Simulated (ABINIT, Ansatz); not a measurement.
# Calculated records

## LiF (Griceite): one start, several treatments of the self-energy

Symmetry: Fm-3m, No. 225, cubic system. Conventional cell: a = 4.028 Å, b = 4.028 Å, c = 4.028 Å, α = 90.00°, β = 90.00°, γ = 90.00°. Nearest to Li lie 6 F at 2.01 Å. F has 6 Li at 2.01 Å nearest. Farther neighbours, and contacts between anions beyond the nearest, are not listed.

```
method                                   : RPA screening on PBE, plane waves, norm-conserving pseudopotentials (and 3 further levels or steps)
program                                  : ABINIT 10.8.3
settings                                 : cutoff 36 Ha, PseudoDojo scalar-relativistic 0.4.1 standard, norm-conserving, potential set dojo-sr-pbe-0.4.1-standard, ngkpt (8, 8, 8), nband 126, ecuteps 10.4 Ha, gwcalctyp 2, nfreqre 16, nfreqim 8, inclvkb 2, freqremax 40 eV, spmeth 1, nomegasf 120, shiftk (0, 0, 0), symchi 1, awtr 1, frequency cd, 8×8×8 k-mesh
notes                                    : The program’s warnings: Min real frequency set to default [Ha] = and nkpt*nsppol () is not a multiple of nproc spkpt (). The cell and positions come from the Crystallography Open Database and are kept as given unless a step says otherwise.
G0W0, Godby-Needs plasmon pole           : 13.422 eV
G0W0, Hybertsen-Louie plasmon pole       : 14.102 eV
G0W0, von der Linden-Horsch plasmon pole : 13.884 eV
one-shot Hartree-Fock                    : 21.645 eV
G0W0, contour deformation                : 13.385 eV
known limits                             : short of the basis limit
```

G0W0, Hybertsen-Louie plasmon pole: +0.680 eV against G0W0, Godby-Needs plasmon pole. G0W0, von der Linden-Horsch plasmon pole: +0.462 eV against G0W0, Godby-Needs plasmon pole.

[Long decimals in the printed logs are rounded to 6 places.]

[Logs are printed without paths, hosts, clocks, repeated set-up lines and the standing remarks that a program may print on its own settings, such as how far it seeks lower states.]

[Paths, hosts, dates, memory and timing lines, banners, echoed tables and standing remarks are left out of the program output; an Ansatz launch command may be rebuilt from the run's recorded settings. Measured values are a selection of at most five: reports struck by readers or far from the other reports are left out. None is set beside runs whose start may be inverted or whose files or cutoffs have a known fault.]

[Runs of the session that timed out or met a known fault of the program may be left out.]

[Hosts, paths, dates, database ids (printed as entryN), source tags and the programs' standing remarks are cut or masked in the printed files.]

[G0W0 gaps are taken among the corrected bands and points alone; a level outside them can change the order at an edge.]

[Where Ansatz stands beside ABINIT at settings called matched, ABINIT's density can come from a denser mesh and the files from another edition; pairs whose starting gaps differed by over 0.03 eV were left out, so agreement reads better than it is.]
